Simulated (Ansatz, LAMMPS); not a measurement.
**Relaxing glassy 68SiO2-14MgO-11ZnO-7BaO (mol %) (75 atoms)**

How does glassy 68SiO2-14MgO-11ZnO-7BaO (mol %) (75 atoms) relax, and what do bonds, charges and levels look like afterwards?

Calculated with Ansatz 0.2.0; Kohn-Sham DFT, PBE, PAW (set soft_2), plane waves.

Report form: the programs' logs are mostly left out.

### 1. Set-up

The cell holds 75 atoms: 19 Si, 4 Mg, 3 Zn, 2 Ba and 47 O. Cell: a = 9.925 Å, b = 9.925 Å, c = 9.925 Å, α = 90.0°, β = 90.0°, γ = 90.0°. 75 atoms (19 Si, 4 Mg, 3 Zn, 2 Ba, 47 O) placed at random at 3.15 g/cm³, melted at 4000 K for 10 ps at fixed volume with the Morse and Coulomb pair potential with partial charges (Pedone, Malavasi, Menziani, Cormack and Segre, J. Phys. Chem. B 110, 11780 (2006)). Quenched from 4000 K to 300 K at 25 K/ps and fixed volume, held 5 ps, then minimised at fixed cell.

Limits known from the start: The quench rate of 25 K/ps far exceeds what a furnace or splat quench reaches, so expect more defects and frozen-in strain than in a real sample. The network of bonds at the start is that of the classical potential that made the cell. Only the Γ point is sampled, in a cell whose shortest periodic width is 10 Å. The levels lack spin–orbit coupling, which is large for the heavy elements here.

### 2. Making the structure

A classical potential makes the cell, at a small fraction of what the same run would cost in DFT.

This step: classical MD, Morse and Coulomb pair potential with partial charges (Pedone, Malavasi, Menziani, Cormack and Segre, J. Phys. Chem. B 110, 11780 (2006)) (LAMMPS 22 Jul 2025 - Update 4).

in.lmp

```
# melt-quench of Si19Mg4Zn3Ba2O47
units metal
atom_style charge
boundary p p p
region box block 0 9.9253 0 9.9253 0 9.9253
create_box 5 box
mass 1 28.0850   # Si
mass 2 24.3050   # Mg
mass 3 65.3800   # Zn
mass 4 137.3270   # Ba
mass 5 15.9990   # O
create_atoms 1 random 19 432044 NULL overlap 1.5 maxtry 2000
create_atoms 2 random 4 432051 NULL overlap 1.5 maxtry 2000
create_atoms 3 random 3 432058 NULL overlap 1.5 maxtry 2000
create_atoms 4 random 2 432065 NULL overlap 1.5 maxtry 2000
create_atoms 5 random 47 432072 NULL overlap 1.5 maxtry 2000
pair_style hybrid/overlay pedone 5.5 coul/long 8.0
pair_coeff * * coul/long
pair_coeff 1 5 pedone 0.340554 2.006700 2.100000 1   # Si-O
pair_coeff 2 5 pedone 0.038908 2.281000 2.586153 5   # Mg-O
pair_coeff 3 5 pedone 0.001221 3.150679 2.851850 1   # Zn-O
pair_coeff 4 5 pedone 0.065011 1.547596 3.393410 5   # Ba-O
pair_coeff 5 5 pedone 0.042395 1.379316 3.618701 22   # O-O
set type 1 charge 2.4
set type 2 charge 1.2
set type 3 charge 1.2
set type 4 charge 1.2
set type 5 charge -1.2
kspace_style pppm 1.0e-4
neigh_modify delay 0 every 1 check yes
thermo_style custom step time temp pe press density
thermo_modify norm yes
timestep 0.002
thermo 100
# [... 18 lines left out ...]
thermo 1250
fix md all nvt temp 300 300 0.2
run 2500 post no
unfix md
thermo 100
min_style cg
minimize 0 1e-3 2000 20000
write_dump all custom glass.dump id type xs ys zs modify sort id
```

On the command line:

```bash
> lmp -in in.lmp -log none -nocite
```

Elapsed: 28 s, on 1 thread of Arm Neoverse V2, shared host; peak memory 0.07 GiB.

### 3. Single point at the start

A single point comes first, to see the forces before anything moves.

input.yaml

```yaml
crystal:
  lattice:
    - [9.9253, 0.0, 0.0]
    - [0.0, 9.9253, 0.0]
    - [0.0, 0.0, 9.9253]
  atoms:
    - { symbol: Si, position: [0.82807, 0.63763, 0.24204] }
    - { symbol: Si, position: [0.02529, 0.97637, 0.36351] }
    - { symbol: Si, position: [0.30379, 0.94648, 0.02258] }
    - { symbol: Si, position: [0.33464, 0.60195, 0.66813] }
    - { symbol: Si, position: [0.56746, 0.43565, 0.53569] }
    - { symbol: Si, position: [0.03319, 0.77342, 0.02608] }
    - { symbol: Si, position: [0.61995, 0.17525, 0.70877] }
    - { symbol: Si, position: [0.45119, 0.93424, 0.44166] }
[... 63 atom lines left out ...]
    - { symbol: O, position: [0.97875, 0.21509, 0.66418] }
    - { symbol: O, position: [0.54899, 0.30163, 0.62434] }
    - { symbol: O, position: [0.38181, 0.05316, 0.35577] }
    - { symbol: O, position: [0.69723, 0.71311, 0.19821] }
kpoints:
  mp_grid: { grid: [1, 1, 1] }
hamiltonian:
  xc: pbe
scf:
  occupations: { method: fixed }
output:
  forces: true
  stress: true
  populations: true
  dos:
    method: { smearing: { sigma: 0.15 } }
    de: 0.1
    projected: { site_lists: { Ba: [Ba], Mg: [Mg], O: [O], Si: [Si], Zn: [Zn] } }
  eigenvalues: true
```

On the command line:

```bash
> ansatz run input.yaml --threads 4 --pin off --max-ram 8192MiB --backend cpu --events-out ev --progress --plain --runs-dir out
```

The job ended after 11 s (4 threads of Arm Neoverse V2, shared host; peak memory 1.3 GiB; 40 s of CPU time).

Numbers from this run:

```
free energy                                      : -68377.1170 eV
free energy per atom                             : -911.6949 eV/atom
SCF cycles                                       : 9
pressure                                         : 3.817 GPa
r.m.s. force component                           : 0.9219 eV/Å
longest force                                    : 2.881 eV/Å
Fermi energy                                     : 5.096 eV
gap (highest filled to lowest empty level) : 2.995 eV
spilling of the projection                       : 0.01199
```

The r.m.s. force component of 0.92 eV/Å and the pressure of 3.8 GPa set the starting point.

Neighbours are counted within 2.16 Å (O-Si), 2.62 Å (O-Mg), 2.33 Å (O-Zn), 3.29 Å (O-Ba).

Length of the force by element and coordination:

| element | coordination | atoms | mean length of the force (eV/Å) | spread | least | most |
| --- | --- | --- | --- | --- | --- | --- |
| Ba | all | 2 | 0.333 | 0.114 | 0.219 | 0.446 |
| Ba | 6 | 1 | 0.219 | 0 | 0.219 | 0.219 |
| Ba | 7 | 1 | 0.446 | 0 | 0.446 | 0.446 |
| Mg | all | 4 | 0.988 | 0.241 | 0.617 | 1.28 |
| Mg | 4 | 2 | 1.18 | 0.101 | 1.08 | 1.28 |
| Mg | 5 | 2 | 0.796 | 0.179 | 0.617 | 0.975 |
| O | all | 47 | 1.54 | 0.651 | 0.387 | 2.88 |
| O | 2 | 24 | 1.10 | 0.480 | 0.387 | 2.88 |
| O | 3 | 20 | 1.93 | 0.447 | 1.00 | 2.67 |
| O | 4 | 3 | 2.43 | 0.396 | 1.87 | 2.73 |
| Si | all | 19 | 1.56 | 0.545 | 0.439 | 2.62 |
| Si | 4 | 18 | 1.62 | 0.489 | 0.799 | 2.62 |
| Si | 5 | 1 | 0.439 | 0 | 0.439 | 0.439 |
| Zn | all | 3 | 1.05 | 0.483 | 0.480 | 1.66 |

### 4. Relaxation

With the cell held, the atoms are moved downhill towards a nearby minimum.

input.yaml, the sections that differ from step 3:

```yaml
output:
  forces: true
relax:
  f_tol: 0.05
  max_steps: 200
# crystal, kpoints, hamiltonian, scf: as in step 3
```

The job ended after 92 s (4 threads; peak memory 1.2 GiB).

Step by step:

| step | energy less that of the first step (eV) | largest force component (eV/Å) |
| --- | --- | --- |
| 1 | 0.0000 | 2.5499 |
| 2 | -1.7862 | 1.8042 |
| 3 | -2.8959 | 0.5926 |
| 4 | -3.1969 | 0.5798 |
| 5 | -3.1674 | 0.7412 |
| 6 | -3.3198 | 0.1734 |
| 7 | -3.3363 | 0.1934 |
| 8 | -3.3394 | 0.3426 |
| 9 | -3.3778 | 0.2036 |
| 10 | -3.4169 | 0.2511 |
| 11 | -3.4113 | 0.3922 |
| 12 | -3.4631 | 0.1188 |
| 13 | -3.4793 | 0.0813 |
| 14 | -3.4034 | 0.5315 |
| 15 | -3.4815 | 0.1519 |
| 16 | -3.4857 | 0.0487 |
| 17 | -3.4857 | 0.0487 |

Relaxation steps 5, 11, 14 were tried and not accepted.

The atoms that moved most (Å):

| atom | dx | dy | dz | length |
| --- | --- | --- | --- | --- |
| Zn26 | 0.187 | 0.134 | -0.508 | 0.558 |
| O74 | -0.325 | 0.076 | 0.440 | 0.553 |
| Ba27 | -0.239 | 0.301 | 0.115 | 0.401 |
| O37 | 0.319 | -0.149 | 0.117 | 0.371 |
| Zn25 | -0.235 | 0.279 | 0.016 | 0.365 |
| O65 | 0.191 | -0.185 | 0.188 | 0.325 |
| O35 | 0.184 | -0.147 | 0.220 | 0.323 |
| O30 | 0.074 | -0.295 | 0.090 | 0.317 |

The relaxation changed the energy by -46.5 meV/atom, and atoms moved by 0.20 Å r.m.s., 0.56 Å at most.

### 5. Structure statistics after relaxation

Bonds before and after, by the cutoffs listed below:

| pair | bonds before | bonds after | mean before (Å) | mean after (Å) | spread before (Å) | spread after (Å) |
| --- | --- | --- | --- | --- | --- | --- |
| O-Si | 77 | 77 | 1.625 | 1.650 | 0.049 | 0.038 |
| O-Mg | 18 | 18 | 2.071 | 2.032 | 0.120 | 0.102 |

Density 3.15 g/cm³, 13.04 Å³ an atom.

Pair distribution functions g(r), in bins of 0.2 Å:

| r (Å) | total | O-O | O-Si | O-Mg | O-Zn | O-Ba | Si-Si |
| --- | --- | --- | --- | --- | --- | --- | --- |
| 1.50 | 0.22 | 0.00 | 0.70 | 0.00 | 0.00 | 0.00 | 0.00 |
| 1.70 | 3.70 | 0.00 | 11.66 | 0.00 | 0.00 | 0.00 | 0.00 |
| 1.90 | 0.41 | 0.00 | 0.00 | 3.85 | 2.98 | 0.00 | 0.00 |
| 2.10 | 0.49 | 0.00 | 0.00 | 4.79 | 3.33 | 0.00 | 0.00 |
| 2.30 | 0.16 | 0.12 | 0.00 | 0.40 | 1.60 | 0.00 | 0.00 |
| 2.50 | 0.54 | 1.25 | 0.00 | 0.00 | 0.87 | 0.00 | 0.00 |
| 2.70 | 1.84 | 4.11 | 0.12 | 0.27 | 0.40 | 3.87 | 0.00 |
| 2.90 | 0.74 | 1.27 | 0.10 | 0.47 | 0.00 | 2.02 | 0.49 |
| 3.10 | 0.97 | 0.80 | 0.26 | 0.42 | 0.58 | 0.91 | 4.53 |
| 3.30 | 0.99 | 1.01 | 0.67 | 0.39 | 0.76 | 1.13 | 1.62 |
| 3.50 | 0.89 | 0.80 | 1.20 | 1.02 | 0.46 | 0.32 | 0.17 |
| 3.70 | 0.98 | 0.61 | 1.56 | 0.76 | 1.39 | 0.61 | 0.15 |
| 3.90 | 1.16 | 0.86 | 1.57 | 1.23 | 1.08 | 0.53 | 1.13 |
| 4.10 | 1.11 | 0.56 | 1.81 | 1.47 | 0.83 | 1.22 | 0.88 |
| 4.30 | 1.20 | 0.84 | 1.70 | 1.36 | 1.66 | 1.56 | 1.05 |
| 4.50 | 1.01 | 0.80 | 0.95 | 1.84 | 1.63 | 1.03 | 1.60 |
| 4.70 | 0.84 | 0.76 | 0.71 | 1.30 | 1.25 | 0.94 | 0.77 |
| 4.90 | 1.17 | 1.58 | 0.80 | 0.68 | 0.79 | 1.72 | 1.27 |

Bonds by pair of elements; cutoffs follow the first minimum of g(r), held within bounds set by covalent radii, and pairs that aren't listed don't count as bonded:

| pair A-B | cutoff (Å) | bonds | mean length (Å) | spread (Å) | shortest (Å) | B about A | A about B |
| --- | --- | --- | --- | --- | --- | --- | --- |
| O-Si | 2.12 | 77 | 1.65 | 0.038 | 1.58 | 1.64 | 4.05 |
| O-Mg | 2.52 | 18 | 2.03 | 0.102 | 1.90 | 0.383 | 4.5 |
| O-Zn | 2.38 | 12 | 2.06 | 0.138 | 1.87 | 0.255 | 4 |
| O-Ba | 3.29 | 14 | 2.85 | 0.164 | 2.60 | 0.298 | 7 |

The cutoffs for O-Zn and O-Ba fall short of the minimum of g(r), so counts run low and odd coordinations can be artefacts.

How many atoms have how many bonded neighbours:

| element | mean | 2 | 3 | 4 | 5 | 6 | 8 |
| --- | --- | --- | --- | --- | --- | --- | --- |
| Ba | 7 | 0 | 0 | 0 | 0 | 1 | 1 |
| Mg | 4.5 | 0 | 0 | 2 | 2 | 0 | 0 |
| O | 2.57 | 22 | 23 | 2 | 0 | 0 | 0 |
| Si | 4.05 | 0 | 0 | 18 | 1 | 0 | 0 |
| Zn | 4 | 0 | 0 | 3 | 0 | 0 | 0 |

Bond angles, per cent of each kind in bins of 5°:

| angle (°) | O-Si-O | O-Ba-O | O-Mg-O | Si-O-Si | Mg-O-Si |
| --- | --- | --- | --- | --- | --- |
| 50–55 | 0.0 | 7.0 | 0.0 | 0.0 | 0.0 |
| 55–60 | 0.0 | 4.7 | 0.0 | 0.0 | 0.0 |
| 60–65 | 0.0 | 4.7 | 0.0 | 0.0 | 0.0 |
| 65–70 | 0.0 | 7.0 | 3.1 | 0.0 | 0.0 |
| 70–75 | 0.0 | 4.7 | 0.0 | 0.0 | 0.0 |
| 75–80 | 0.0 | 7.0 | 6.2 | 0.0 | 0.0 |
| 80–85 | 0.8 | 9.3 | 6.2 | 0.0 | 0.0 |
| 85–90 | 1.7 | 9.3 | 6.2 | 0.0 | 0.0 |
| 90–95 | 1.7 | 4.7 | 18.8 | 0.0 | 9.5 |
| 95–100 | 2.5 | 2.3 | 6.2 | 0.0 | 0.0 |
| 100–105 | 16.9 | 0.0 | 9.4 | 0.0 | 4.8 |
| 105–110 | 37.3 | 2.3 | 6.2 | 0.0 | 14.3 |
| 110–115 | 22.9 | 0.0 | 9.4 | 0.0 | 9.5 |
| 115–120 | 8.5 | 4.7 | 9.4 | 0.0 | 19.0 |
| 120–125 | 5.1 | 4.7 | 0.0 | 6.7 | 19.0 |
| 125–130 | 1.7 | 0.0 | 0.0 | 3.3 | 0.0 |
| 130–135 | 0.0 | 9.3 | 0.0 | 23.3 | 14.3 |
| 135–140 | 0.0 | 4.7 | 0.0 | 20.0 | 9.5 |
| 140–145 | 0.0 | 4.7 | 6.2 | 13.3 | 0.0 |
| 145–150 | 0.0 | 7.0 | 3.1 | 16.7 | 0.0 |
| 150–155 | 0.0 | 0.0 | 6.2 | 0.0 | 0.0 |
| 155–160 | 0.0 | 0.0 | 0.0 | 6.7 | 0.0 |
| 160–165 | 0.0 | 2.3 | 0.0 | 3.3 | 0.0 |
| 165–170 | 0.8 | 0.0 | 3.1 | 3.3 | 0.0 |
| 170–175 | 0.0 | 0.0 | 0.0 | 3.3 | 0.0 |

Bond angles (no mean is given where the spread exceeds 20°):

| angle | count | mean (°) | spread (°) |
| --- | --- | --- | --- |
| O-Si-O | 118 | 109 | 9.1 |
| O-Ba-O | 43 | - | - |
| O-Mg-O | 32 | - | - |
| Si-O-Si | 30 | 142 | 11.9 |
| Mg-O-Si | 21 | 118 | 13 |

Oxygen atoms by the number of network formers (Si, P, Ge, B, Al, As, Ga) bound to them:

| network formers bound to O | O atoms | per cent |
| --- | --- | --- |
| 0 | 0 | 0 |
| 1 | 17 | 36.2 |
| 2 | 30 | 63.8 |

Network units: each former by its oxygen neighbours and how many of them bridge to another former:

| former | O neighbours | bridging O | atoms |
| --- | --- | --- | --- |
| Si | 4 | 1 | 1 |
| Si | 4 | 2 | 1 |
| Si | 4 | 3 | 12 |
| Si | 4 | 4 | 4 |
| Si | 5 | 5 | 1 |

Bond length by coordination (bonds to H left out):

| element | coordination | atoms | mean bond length (Å) |
| --- | --- | --- | --- |
| Ba | 6 | 1 | 2.77 |
| Ba | 8 | 1 | 2.91 |
| Mg | 4 | 2 | 1.96 |
| Mg | 5 | 2 | 2.09 |
| O | 2 | 22 | 1.65 |
| O | 3 | 23 | 2.00 |
| O | 4 | 2 | 2.21 |
| Si | 4 | 18 | 1.65 |
| Si | 5 | 1 | 1.73 |

Rings of the network by King's shortest-path rule, up to 12 atoms, one path for each pair of neighbours; H, halogens, alkali and alkaline-earth atoms are left out, and the last column divides by all other atoms, bonded or not:

| ring size (atoms) | rings | per network atom |
| --- | --- | --- |
| 8 | 8 | 0.116 |
| 10 | 8 | 0.116 |
| 12 | 13 | 0.188 |

For some of the pairs, g(r) has its first main peak near 2.7 Å (O-O), 1.6 Å (O-Si), 2.0 Å (O-Mg), 2.0 Å (O-Zn), 2.8 Å (O-Ba) and 3.1 Å (Si-Si). The O-Si-O angle averages 109° with a spread of 9°. Counting bonds to Si alone, not to Zn, 64 % of the oxygens join two of these atoms and 36 % one. The commonest Si unit has 4 oxygens, 3 of them shared with other formers (12 of 19 atoms). Rings of 12 atoms are the most common (45 % of those counted); sizes run from 8 to 12, where the search stops.

[end of part 1 of 2]

[Logs are printed without paths, hosts, clocks, repeated set-up lines and the standing remarks that a program may print on its own settings, such as how far it seeks lower states.]

[Hosts, paths, dates, database ids (printed as entryN), source tags and the programs' standing remarks are cut or masked in the printed files.]
